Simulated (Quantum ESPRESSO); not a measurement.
# MgO (Periclase): the LO frequency by hand

Wanted: the LO mode of MgO (Periclase) from the TO mode and the field response.

Main program and level: Quantum ESPRESSO 7.5; DFT LDA, scalar-relativistic, plane waves, PseudoDojo norm-conserving pseudopotentials.

The database entry behind the starting cell differs from later determinations by our own check (about 0.1 % long), so it need not match the best structure at ambient conditions.

### Step 1. The relaxed structure

Symmetry: Fm-3m, No. 225, cubic system. The conventional cell has a = 4.160 Å, b = 4.160 Å, c = 4.160 Å, α = 90.00°, β = 90.00°, γ = 90.00°. Nearest to Mg lie 6 O at 2.08 Å. O has 6 Mg at 2.08 Å nearest. Farther neighbours and most contacts between anions are not listed.

As a file:

```cif
data_structure
_symmetry_space_group_name_H-M 'P 1'
_symmetry_Int_Tables_number 1
_cell_length_a 2.9418
_cell_length_b 2.9418
_cell_length_c 2.9418
_cell_angle_alpha 60.000
_cell_angle_beta 60.000
_cell_angle_gamma 60.000
_cell_volume 18.00
loop_
_atom_site_label
_atom_site_type_symbol
_atom_site_fract_x
_atom_site_fract_y
_atom_site_fract_z
_atom_site_occupancy
Mg1 Mg 0.00000 0.00000 0.00000 1
O2 O 0.50000 0.50000 0.50000 1
```

This is the cell after its relaxation at this level of theory, not the database cell from which that began.

### Step 2. What the response run gave

A linear-response run on the relaxed cell, with the response to an electric field; only its zone-centre results are used. Cutoff 84 Ry, k mesh 12×12×12.

Log:

```text
[banners, grids, parts of the stress and lines that vanish by symmetry left out]
Program PHONON v.7.5
     Reading xml data from directory:

[...]
Exchange-correlation= PW
                           (   1   4   0   0   0   0   0)
[...]
kinetic-energy cut-off    =      84.0000  Ry
     charge density cut-off    =     336.0000  Ry
     convergence threshold     =      1.0E-18
[...]
Exchange-correlation= PW
                           (   1   4   0   0   0   0   0)
[...]
q = (   0.0000000   0.0000000   0.0000000 )
     49 Sym.Ops. (with q -> -q+G )
     G cutoff =  526.0558  (  12627 G-vectors)     FFT grid: ( 36, 36, 36)
     number of k points=    72
[...]
Mode symmetry, O_h (m-3m)  point group:
[...]
Dielectric constant
[...]
End of electric fields calculation
          Dielectric constant in cartesian axis
          (       3.171331095      -0.000000000      -0.000000000 )
          (      -0.000000000       3.171331095       0.000000000 )
          (      -0.000000000       0.000000000       3.171331095 )
          Effective charges (d Force / dE) in cartesian axis without acoustic sum rule applied (asr)
           atom    1  Mg    Mean Z*:        1.97186
      Ex  (        1.97186       -0.00000       -0.00000 )
      Ey  (       -0.00000        1.97186        0.00000 )
      Ez  (       -0.00000        0.00000        1.97186 )
           atom    2  O     Mean Z*:       -1.97159
      Ex  (       -1.97159        0.00000        0.00000 )
      Ey  (        0.00000       -1.97159       -0.00000 )
      Ez  (        0.00000       -0.00000       -1.97159 )
          Effective charges Sum: Mean:        0.00027
[...]
Effective charges (d Force / dE) in cartesian axis with asr applied:
           atom    1  Mg    Mean Z*:        1.97173
[...]
atom    2  O     Mean Z*:       -1.97173
[...]
Representation #   1 modes #   1   2   3
[...]
End of self-consistent calculation
     Convergence has been achieved
     Representation #   2 modes #   4   5   6
[...]
End of self-consistent calculation
     Convergence has been achieved
[...]
Dielectric constant in cartesian axis
          (       3.171331095      -0.000000000      -0.000000000 )
          (      -0.000000000       3.171331095       0.000000000 )
          (      -0.000000000       0.000000000       3.171331095 )
          Effective charges (d Force / dE) in cartesian axis without acoustic sum rule applied (asr)
           atom    1  Mg    Mean Z*:        1.97186
      Ex  (        1.97186       -0.00000       -0.00000 )
      Ey  (       -0.00000        1.97186        0.00000 )
      Ez  (       -0.00000        0.00000        1.97186 )
           atom    2  O     Mean Z*:       -1.97159
      Ex  (       -1.97159        0.00000        0.00000 )
      Ey  (        0.00000       -1.97159       -0.00000 )
      Ez  (        0.00000       -0.00000       -1.97159 )
          Effective charges Sum: Mean:        0.00027
[...]
Effective charges (d Force / dE) in cartesian axis with asr applied:
           atom    1  Mg    Mean Z*:        1.97173
[...]
atom    2  O     Mean Z*:       -1.97173
[...]
q = (    0.000000000   0.000000000   0.000000000 )
[...]
freq (    1) =       0.084185 [THz] =       2.808104 [cm-1]
     freq (    2) =       0.084185 [THz] =       2.808104 [cm-1]
     freq (    3) =       0.084185 [THz] =       2.808104 [cm-1]
     freq (    4) =      12.266595 [THz] =     409.169564 [cm-1]
     freq (    5) =      12.266595 [THz] =     409.169564 [cm-1]
     freq (    6) =      12.266595 [THz] =     409.169564 [cm-1]
[...]
Mode symmetry, O_h (m-3m)  point group:
     freq (   1-   3) =          2.8  [cm-1]   --> T_1u G_15  G_4- I
     freq (   4-   6) =        409.2  [cm-1]   --> T_1u G_15  G_4- I

   JOB DONE.
```

```csv
quantity,value
cell volume Ω (Å³),18.002
mass of Mg (u),24.305
mass of O (u),15.999
"Born charge of Mg, raw (e)",1.972
"Born charge of O, raw (e)",-1.972
ε∞,3.171
ω(TO) after the sum rule (cm⁻¹),409.2
```

### Step 3. The calculation

The charges must sum to zero over the cell; taking off their mean, 0.000 e, leaves Z* = 1.972 e on Mg. In the polar mode Mg moves against O, so the reduced mass is μ = 24.30 × 16.00 / 40.30 = 9.648 u.

A longitudinal wave builds up a field that adds to the restoring force: ω(LO)² = ω(TO)² + 4π Z*² / (μ Ω ε∞), in Hartree atomic units. With μ = 17587 electron masses and Ω = 121.48 bohr³ the second term is 7.2104e-06 Ha², or 347317 cm⁻² (1 Ha = 219474.6 cm⁻¹).

So ω(LO) = √(167412 + 347317) = 717.4 cm⁻¹, and by the Lyddane-Sachs-Teller relation ε₀ = ε∞ (ω(LO)/ω(TO))² = 9.75.

### Step 4. Check against the program

The analysis program adds the same non-analytic term to the full matrix, here for q along (1 0 0).

Log:

```text
[banner, memory and clock lines left out]
Program DYNMAT v.7.5

     Reading Dynamical Matrix from file g.dyn
     ...Force constants read
     ...epsilon and Z* read

     Polarizability (A^3 units)
     multiply by 0.580121 for Clausius-Mossotti correction
         3.110556   -0.000000   -0.000000
        -0.000000    3.110556    0.000000
        -0.000000    0.000000    3.110556

     IR activities are in (D/A)^2/amu units

# mode   [cm-1]    [THz]      IR
    1     -0.00   -0.0000    0.0000
    2     -0.00   -0.0000    0.0000
    3     -0.00   -0.0000    0.0000
    4    409.16   12.2664    9.2965
    5    409.16   12.2664    9.2965
    6    717.44   21.5083    9.2965
```

ε₀ comes from the program's run without a direction of q.

```csv
quantity,by hand,program
ω(LO) (cm⁻¹),717.4,717.4
ε₀,9.75,9.75
```

### Step 5. Results

```json
{
  "TO mode": "409.2 cm⁻¹",
  "LO mode": "717.4 cm⁻¹",
  "static dielectric constant": "9.750"
}
```

In words: The LO mode of MgO (Periclase) lies at 717 cm⁻¹, 308 cm⁻¹ above the TO mode; the formula meets the program within 0.1 cm⁻¹, as it must for a cubic crystal with one polar mode. ω(LO)² − ω(TO)² goes with Z*²/ε∞: an error of 5 % in ε∞ would move the LO mode by 11.6 cm⁻¹, and semilocal functionals tend to overestimate ε∞. These are harmonic values at zero temperature, at the volume of this functional, for the structure held cubic; stability elsewhere in the zone is no part of this calculation.

[Host names and launcher messages were left out of these logs when they were recorded.]

[Logs are printed without paths, hosts, clocks, repeated set-up lines and the standing remarks that a program may print on its own settings, such as how far it seeks lower states.]

[Hosts, paths, dates, database ids (printed as entryN), source tags and the programs' standing remarks are cut or masked in the printed files.]
